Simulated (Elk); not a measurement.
# C: optical spectrum from first principles

Aim: the dielectric function of C, and the optical constants that follow from it.

Method: DFT, LDA, all-electron APW+lo, Dirac cores, scalar-relativistic bands, independent-particle optical response without local fields, in Elk 11.2.3 (patched build).

## Step 1: The starting structure

The structure is cubic, space group Fd-3m (No. 227). Conventional cell: a = 3.567 Å, b = 3.567 Å, c = 3.567 Å, α = 90.00°, β = 90.00°, γ = 90.00°. Nearest to C lie 4 C at 1.54 Å.

As a file:

```cif
data_structure
_symmetry_space_group_name_H-M 'P 1'
_symmetry_Int_Tables_number 1
_cell_length_a 2.5221
_cell_length_b 2.5221
_cell_length_c 2.5221
_cell_angle_alpha 60.000
_cell_angle_beta 60.000
_cell_angle_gamma 60.000
_cell_volume 11.34
loop_
_atom_site_label
_atom_site_type_symbol
_atom_site_fract_x
_atom_site_fract_y
_atom_site_fract_z
_atom_site_occupancy
C1 C 0.75000 0.75000 0.75000 1
C2 C 0.50000 0.50000 0.50000 1
```

## Step 2: Ground state

First the ground state: is it a metal or has it a gap?

This step: DFT, LDA, all-electron APW+lo, Dirac cores, scalar-relativistic bands, ground state (Elk 11.2.3 (patched build)).

File elk.in:

```
tasks
  0
  120

xctype
  3

nempty
  12

lorbcnd
  .true.

rgkmax
  7.0

swidth
  0.0018375

maxscl
  100

epsengy
  1e-05

sppath
  './'

avec
  0.000000000000 3.370080878874 3.370080878874
  3.370080878874 0.000000000000 3.370080878874
  3.370080878874 3.370080878874 0.000000000000

atoms
  1
  'C.in'
  2
  0.750000000000 0.750000000000 0.750000000000   0.000 0.000 0.000
  0.500000000000 0.500000000000 0.500000000000   0.000 0.000 0.000

ngridk
  15 15 15
```

Launch:

```console
OMP_NUM_THREADS=4 elk
```

Numbers of over 12 decimals in the logs are rounded to 6 here.

What it wrote:

```text
┌─────────────────────────┐
│ Elk code version 11.2.3 │
└─────────────────────────┘

All units are atomic (Hartree, Bohr, etc.)

┌─────────────────────────────────────────────────┐
│ Ground-state run starting from atomic densities │
└─────────────────────────────────────────────────┘

Lattice vectors :
   0.000000000       3.370080879       3.370080879
   3.370080879       0.000000000       3.370080879
   3.370080879       3.370080879       0.000000000

Reciprocal lattice vectors :
 -0.9322009668      0.9322009668      0.9322009668
  0.9322009668     -0.9322009668      0.9322009668
  0.9322009668      0.9322009668     -0.9322009668

Unit cell volume      :    76.55101733
Brillouin zone volume :    3.240325499

Muffin-tin inner radius fraction :   0.1000000000E-01

Nuclei treated as point charges

Species : 1 (C)
 parameters loaded from : C.in
 name : carbon
 nuclear charge    :   -6.000000000
 electronic charge :    6.000000000
 atomic mass :    21894.16674
 muffin-tin radius :    1.434287827
 number of radial points in muffin-tin :    297
 inner part over the whole radius :   0.9903637110E-02
 number on inner part of muffin-tin    :    202
 approximate nuclear radius :   0.4747601631E-04
 number of mesh points to nuclear radius :     85
 atomic positions (lattice), magnetic fields (Cartesian) :
  1 :   0.12500000  0.12500000  0.12500000    0.00000000  0.00000000  0.00000000
  2 :  -0.12500000 -0.12500000 -0.12500000    0.00000000  0.00000000  0.00000000

Total number of atoms per unit cell :    2
Total muffin-tin volume :    24.71880904
 ratio of muffin-tin to unit cell volume :   0.3229063427

Spin treatment :
 spin-unpolarised

Number of Bravais lattice symmetries :   48
Number of crystal symmetries         :   48
Crystal has inversion symmetry
Real symmetric eigensolver will be used

k-point grid :     15    15    15
k-point offset :    0.000000000       0.000000000       0.000000000
k-point set is reduced with full crystal symmetry group
Total number of k-points :      120

Muffin-tin radius times maximum |G+k| :    7.000000000
 using average radius
Maximum |G+k| for APW functions       :    4.880470899
Maximum (1/2)|G+k|²                   :    11.90949810
Maximum |G| for potential and density :    12.00000000
Constant for pseudocharge density :    4
 order of it for each species :   11
 order of it for pair densities of each species (exact exchange by exxq0 0: 11) :   10
Radial integration step length :    1

G-vector grid sizes :     20    20    20
Number of G-vectors :     2229

Maximum angular momentum used for
 APW functions            :    8
 outer part of muffin-tin :    6
 inner part of muffin-tin :    2

Total nuclear charge    :   -12.00000000
Total core charge       :    4.000000000
Total valence charge    :    8.000000000
Total excess charge     :    0.000000000
Total electronic charge :    12.00000000

Effective Wigner radius, rₛ :    1.150518758

Number of empty states         :     24
Total number of valence states :     29
Total number of core states    :      4

Conduction state local-orbitals added automatically
Third-order local-orbitals added for an l without core states : F
Total number of local-orbitals :    108

Exchange-correlation functional :      3     0     0
 Perdew-Wang/Ceperley-Alder, Phys. Rev. B 45, 13244 (1992)
 gradient requirement :    0
 local density approximation (LDA)

Smearing type :    3
 Fermi-Dirac
Smearing width :   0.1837500000E-02
Effective electronic temperature (K) :    580.2366081

Mixing type :    3
 Broyden mixing, J. Phys. A: Math. Gen. 17, L317 (1984)

Kohn-Sham potential initialised from atomic data

┌──────────────────────────────┐
│ Self-consistent loop started │
└──────────────────────────────┘

┌─────────────────┐
│ Loop number : 1 │
└─────────────────┘

Energies :
 Fermi                       :     0.322276
 sum of occupied eigenvalues :     -37.745997561726
 electron kinetic            :      75.239779794417
 core electron kinetic       :      62.848680635582
 Coulomb                     :     -140.78185815707
 Coulomb potential           :     -97.800726903701
 nuclear-nuclear             :     -28.771549331920
 electron-nuclear            :     -127.05542406557
 Hartree                     :      15.045115240422
 Madelung                    :     -91.881494705218
 xc potential                :     -15.185050452442
 exchange                    :     -9.489058
 correlation                 :    -0.803386
 electron entropic           :    -0.34023630968311E-11
 total energy                :     -75.834522615678

Density of states at Fermi energy :   0.5440106855E-07
 (states/Hartree/unit cell)

Estimated indirect band gap :   0.1811464218
 from k-point 1 to k-point 53
Estimated direct band gap   :   0.2197379664
 at k-point 1

Charges :
 core                        :    4.000000000
 valence                     :    8.000000000
 interstitial                :    3.078977884
 muffin-tins (core leakage)
  species : 1 (C)
   atom 1                    :    4.460511058     (  0.9239150287E-04)
   atom 2                    :    4.460511058     (  0.9239150287E-04)
 total in muffin-tins        :    8.921022116
 total calculated charge     :    11.99990072
 total charge                :    12.00000000
 error                       :   0.9927979010E-04

┌─────────────────┐
│ Loop number : 2 │
└─────────────────┘

Energies :
 Fermi                       :     0.323590
 sum of occupied eigenvalues :     -37.729695793535
 electron kinetic            :      74.704293325335
 core electron kinetic       :      62.597729302780
 Coulomb                     :     -140.77751507700
 Coulomb potential           :     -97.800164100620
 nuclear-nuclear             :     -28.771549331920
 electron-nuclear            :     -127.04729236591
 Hartree                     :      15.041326620836
 Madelung                    :     -91.877433026685
 xc potential                :     -14.633825018250
 exchange                    :     -9.488443
 correlation                 :    -0.803360
 electron entropic           :    -0.34020433323479E-11
 total energy                :     -76.365024032431

Density of states at Fermi energy :   0.5440117233E-07
 (states/Hartree/unit cell)

Estimated indirect band gap :   0.1808159162
 from k-point 1 to k-point 53
Estimated direct band gap   :   0.2195635226
 at k-point 1

Charges :
 core                        :    4.000000000
 valence                     :    8.000000000
 interstitial                :    3.080567736
 muffin-tins (core leakage)
  species : 1 (C)
   atom 1                    :    4.459716132     (  0.9240555794E-04)
   atom 2                    :    4.459716132     (  0.9240555794E-04)
 total in muffin-tins        :    8.919432264
 total calculated charge     :    11.99990059
 total charge                :    12.00000000
 error                       :   0.9940583900E-04

RMS change in Kohn-Sham potential (target) :   0.1206945050     (  0.1000000000E-05)
Absolute change in total energy (target)   :   0.5305014168     (  0.1000000000E-04)

[... 11 loops left out ...]

┌──────────────────┐
│ Loop number : 14 │
└──────────────────┘

Energies :
 Fermi                       :     0.452940
 sum of occupied eigenvalues :     -36.200773092320
 electron kinetic            :      75.072603334949
 core electron kinetic       :      62.909429656302
 Coulomb                     :     -140.45734921497
 Coulomb potential           :     -97.791004734560
 nuclear-nuclear             :     -28.771549331920
 electron-nuclear            :     -126.41657446642
 Hartree                     :      14.730774583369
 Madelung                    :     -91.561846847693
 xc potential                :     -13.482371692709
 exchange                    :     -9.439580
 correlation                 :    -0.801177
 electron entropic           :    -0.33751127676613E-11
 total energy                :     -75.625503551791

Density of states at Fermi energy :   0.5440109989E-07
 (states/Hartree/unit cell)

Estimated indirect band gap :   0.1521154150
 from k-point 1 to k-point 53
Estimated direct band gap   :   0.2040750304
 at k-point 1

Charges :
 core                        :    4.000000000
 valence                     :    8.000000000
 interstitial                :    3.217503542
 muffin-tins (core leakage)
  species : 1 (C)
   atom 1                    :    4.391248229     (  0.9241420351E-04)
   atom 2                    :    4.391248229     (  0.9241420351E-04)
 total in muffin-tins        :    8.782496458
 total calculated charge     :    11.99989236
 total charge                :    12.00000000
 error                       :   0.1076404615E-03

RMS change in Kohn-Sham potential (target) :   0.2198329083E-08 (  0.1000000000E-05)
Absolute change in total energy (target)   :   0.6772332654E-05 (  0.1000000000E-04)

Convergence targets achieved

┌──────────────────┐
│ Loop number : 15 │
└──────────────────┘

Energies :
 Fermi                       :     0.452940
 sum of occupied eigenvalues :     -36.200773106987
 electron kinetic            :      75.072603329066
 core electron kinetic       :      62.909429640763
 Coulomb                     :     -140.45734921905
 Coulomb potential           :     -97.791004731708
 nuclear-nuclear             :     -28.771549331920
 electron-nuclear            :     -126.41657447811
 Hartree                     :      14.730774590981
 Madelung                    :     -91.561846853195
 xc potential                :     -13.482371704345
 exchange                    :     -9.439580
 correlation                 :    -0.801177
 electron entropic           :    -0.33751127554515E-11
 total energy                :     -75.625503562801

Density of states at Fermi energy :   0.5440109988E-07
 (states/Hartree/unit cell)

Estimated indirect band gap :   0.1521154157
 from k-point 1 to k-point 53
Estimated direct band gap   :   0.2040750303
 at k-point 1

Charges :
 core                        :    4.000000000
 valence                     :    8.000000000
 interstitial                :    3.217503539
 muffin-tins (core leakage)
  species : 1 (C)
   atom 1                    :    4.391248230     (  0.9241420380E-04)
   atom 2                    :    4.391248230     (  0.9241420380E-04)
 total in muffin-tins        :    8.782496461
 total calculated charge     :    11.99989236
 total charge                :    12.00000000
 error                       :   0.1076404624E-03

┌──────────────────────────────┐
│ Self-consistent loop stopped │
└──────────────────────────────┘

Wrote STATE.OUT
```

The job ended after 13 s (4 threads of Intel Xeon at 2.70GHz, shared host; peak memory 0.07 GiB; 43 s of CPU time).

Numbers from this step:

* total energy: -75.63 Ha
* Fermi energy: 12.33 eV
* DOS at the Fermi level: 2.00e-9 states/eV/cell
* gap on the k-mesh: 4.139 eV
* direct gap on the mesh: 5.553 eV

There is a gap, 4.14 eV on this mesh (points off the mesh can give less), so no carriers' term is needed.

## Step 3: Independent particles

The spectrum is a sum over vertical transitions between filled and empty bands at the fixed density, so many empty bands are needed.

This step: DFT, LDA, all-electron APW+lo, Dirac cores, scalar-relativistic bands, independent-particle optical response without local fields (Elk 11.2.3 (patched build)).

elk.in, as its differences from that of step 2:

```diff
@@ -1,4 +1,6 @@
 tasks
-  0
-  120
+  121
+
+optcomp
+  1 1
 
@@ -17,9 +19,7 @@
 swidth
-  0.0018375
+  0.0055124
 
-maxscl
-  100
-
-epsengy
-  1e-05
+wplot
+  400 100 0
+  0.0 0.58799
```

Launch:

```console
OMP_NUM_THREADS=4 elk
```

What it wrote:

```text
┌─────────────────────────────────┐
│ Elk code version 11.2.3 started │
└─────────────────────────────────┘

┌────────────────────┐
│ Current task : 121 │
└────────────────────┘
Info(checkmt): changed muffin-tin radius of species 1 (C) from   1.8000 to   1.4343

Info(findsymcrys): atomic basis shift (lattice) :
  0.3750000000      0.3750000000      0.3750000000
See GEOMETRY.OUT for new atomic positions

Info(dielectric):
 dielectric tensor written to EPSILON_ij.OUT
 optical conductivity written to SIGMA_ij.OUT
 for components
  i = 1, j = 1

┌──────────────────┐
│ Elk code stopped │
└──────────────────┘
```

Wall time 3.3 s (4 threads); peak memory 0.03 GiB.

This step gave:

- electronic dielectric constant ε∞, mean over x, y and z (by symmetry where fewer were run): 5.902
- main peak of Im epsilon, first axis: 11.00 eV

The Im ε, E ∥ x has structure finer than the step of the table below, so its rows give means over 0.5 eV, whole bins alone (the curve runs from 0 to 16.0 eV). Peaks (eV: height): 11.00: 23.4, 11.84: 20.8, 14.00: 7.99.

Values under the direct gap are tails of Lorentzian lines. The Im ε, E ∥ x by photon energy; means over each step:

photon energy (eV), Im ε, E ∥ x and a bar:
```
      0.5        0.0 
      1.0        0.0 
      1.5        0.0 
      2.0        0.0 
      2.5        0.0 
      3.0        0.1 
      3.5        0.1 
      4.0        0.1 
      4.5        0.1 
      5.0        0.2 
      5.5        0.6 #
      6.0        2.2 ###
      6.5        2.1 ###
      7.0        3.5 #####
      7.5        3.3 #####
      8.0        4.1 ######
      8.5        4.4 #######
      9.0        5.5 ########
      9.5        6.1 #########
     10.0        8.4 #############
     10.5       11.4 #################
     11.0       19.6 ##############################
     11.5       15.2 #######################
     12.0       16.4 #########################
     12.5        6.9 ###########
     13.0        5.4 ########
     13.5        5.4 ########
     14.0        7.2 ###########
     14.5        6.0 #########
     15.0        4.3 #######
     15.5        3.3 #####
```

The Re ε, E ∥ x by photon energy:

| photon energy (eV) | Re ε, E ∥ x |
| --- | --- |
| 0.0 | 5.90 |
| 0.5 | 5.91 |
| 1.0 | 5.95 |
| 1.5 | 6.01 |
| 2.0 | 6.09 |
| 2.5 | 6.21 |
| 3.0 | 6.36 |
| 3.5 | 6.56 |
| 4.0 | 6.83 |
| 4.5 | 7.19 |
| 5.0 | 7.73 |
| 5.5 | 8.59 |
| 6.0 | 9.55 |
| 6.5 | 9.08 |
| 7.0 | 8.18 |
| 7.5 | 9.59 |
| 8.0 | 8.81 |
| 8.5 | 9.50 |
| 9.0 | 9.17 |
| 9.5 | 9.32 |
| 10.0 | 11.6 |
| 10.5 | 12.3 |
| 11.0 | 5.70 |
| 11.5 | 3.11 |
| 12.0 | -8.71 |
| 12.5 | -6.22 |
| 13.0 | -3.20 |
| 13.5 | -1.14 |
| 14.0 | -2.27 |
| 14.5 | -3.20 |
| 15.0 | -4.30 |
| 15.5 | -3.21 |

The loss function −Im 1/ε at q → 0, E ∥ x has structure finer than the step of the table below, so its rows give means over 0.5 eV, whole bins alone (the curve runs from 0 to 16.0 eV). Peaks (eV: height): 11.36: 0.0749, 13.44: 0.188.

Values under the direct gap are tails of Lorentzian lines. The loss function −Im 1/ε at q → 0, E ∥ x by energy loss; means over each step:

energy loss (eV), loss function −Im 1/ε at q → 0, E ∥ x and a bar:
```
      0.5      0.000 
      1.0      0.000 
      1.5      0.001 
      2.0      0.001 
      2.5      0.001 
      3.0      0.001 
      3.5      0.002 
      4.0      0.002 
      4.5      0.003 
      5.0      0.004 #
      5.5      0.009 #
      6.0      0.026 ####
      6.5      0.025 ####
      7.0      0.042 #######
      7.5      0.035 ######
      8.0      0.046 ########
      8.5      0.042 #######
      9.0      0.048 ########
      9.5      0.046 ########
     10.0      0.043 #######
     10.5      0.042 #######
     11.0      0.045 ########
     11.5      0.065 ###########
     12.0      0.049 ########
     12.5      0.082 ##############
     13.0      0.135 ########################
     13.5      0.172 ##############################
     14.0      0.126 ######################
     14.5      0.127 ######################
     15.0      0.122 #####################
     15.5      0.155 ###########################
```

The reflectivity at normal incidence, E ∥ x has structure finer than the step of the table below, so its rows give means over 0.5 eV, whole bins alone (the curve runs from 0 to 16.0 eV). Peaks (eV: height): 11.08: 53.9, 12.16: 65.8, 15.04: 58.4.

The reflectivity at normal incidence, E ∥ x by photon energy; means over each step:

photon energy (eV), reflectivity at normal incidence, E ∥ x (%) and a bar from the least value:
```
      0.5       17.4 
      1.0       17.5 
      1.5       17.7 
      2.0       17.9 
      2.5       18.3 #
      3.0       18.7 #
      3.5       19.2 #
      4.0       20.0 ##
      4.5       20.9 ##
      5.0       22.2 ###
      5.5       24.2 #####
      6.0       25.9 ######
      6.5       25.5 ######
      7.0       26.3 ######
      7.5       27.1 #######
      8.0       27.2 #######
      8.5       28.4 #######
      9.0       30.1 #########
      9.5       31.4 #########
     10.0       35.7 ############
     10.5       39.7 ###############
     11.0       50.7 #######################
     11.5       46.9 ####################
     12.0       61.6 ##############################
     12.5       61.1 ##############################
     13.0       49.8 ######################
     13.5       39.4 ###############
     14.0       44.6 ##################
     14.5       49.8 ######################
     15.0       56.7 ###########################
     15.5       54.5 #########################
```

Refractive index n and extinction k against photon energy:

| photon energy (eV) | n | k |
| --- | --- | --- |
| 0 | 2.43 | 0 |
| 1 | 2.44 | 0.00285 |
| 2 | 2.47 | 0.00611 |
| 3 | 2.52 | 0.0105 |
| 4 | 2.61 | 0.0177 |
| 5 | 2.78 | 0.0382 |
| 6 | 3.12 | 0.427 |
| 7 | 2.95 | 0.710 |
| 8 | 3.03 | 0.615 |
| 9 | 3.16 | 0.916 |
| 10 | 3.64 | 1.29 |
| 11 | 3.86 | 3.03 |
| 12 | 2.32 | 3.76 |
| 13 | 1.22 | 2.17 |
| 14 | 1.74 | 2.30 |
| 15 | 0.924 | 2.27 |

At chosen wavelengths:

| wavelength (nm) | n | k | R (%) | 1/α |
| --- | --- | --- | --- | --- |
| 1550 | 2.44 | 0.002 | 17.5 | 55 µm |
| 633 | 2.47 | 0.006 | 17.9 | 8.4 µm |
| 532 | 2.48 | 0.007 | 18.1 | 5.7 µm |
| 450 | 2.51 | 0.009 | 18.5 | 3.9 µm |
| 308 | 2.62 | 0.018 | 20.0 | 1.4 µm |
| 248 | 2.78 | 0.038 | 22.2 | 518 nm |
| 193 | 2.95 | 0.275 | 24.7 | 56 nm |

Below the direct gap, k and the depth come from the tails of the Lorentzian lines, not from transitions.

Rows near the edge hang on the gap, which this functional as a rule makes too small, and phonon-assisted absorption is left out.

## Step 4: Results

```
electronic dielectric constant ε∞, mean over x, y and z (by symmetry where fewer were run) (independent particles) : 5.90
main peak of Im epsilon, first axis                                                                                : 11.0 eV
```

**Reading.** At this level (LDA, independent particles) C has ε∞ = 5.90 and n = 2.44 at 1550 nm, and Im ε peaks at 11.0 eV. On the mesh the gap is 4.14 eV and the least direct gap 5.55 eV, so on this mesh the band edges lie at different points. Distinct maxima of Im ε, read by a parabola through the highest points, lie at 7.72 eV (4.8), 11.00 eV (23), 11.83 eV (21) and 13.99 eV (8.0). Excitons and phonon-assisted transitions are missing, and so are local fields; LDA gaps are as a rule too small, which pulls the onset down and ε∞ up. The sum runs over mesh points, so small or evenly spaced maxima can still be ripples of the mesh.

[Machine, clock and banner lines and Python warnings are left out of the logs.]

[Logs are printed without paths, hosts, clocks, repeated set-up lines and the standing remarks that a program may print on its own settings, such as how far it seeks lower states.]

[Hosts, paths, dates, database ids (printed as entryN), source tags and the programs' standing remarks are cut or masked in the printed files.]
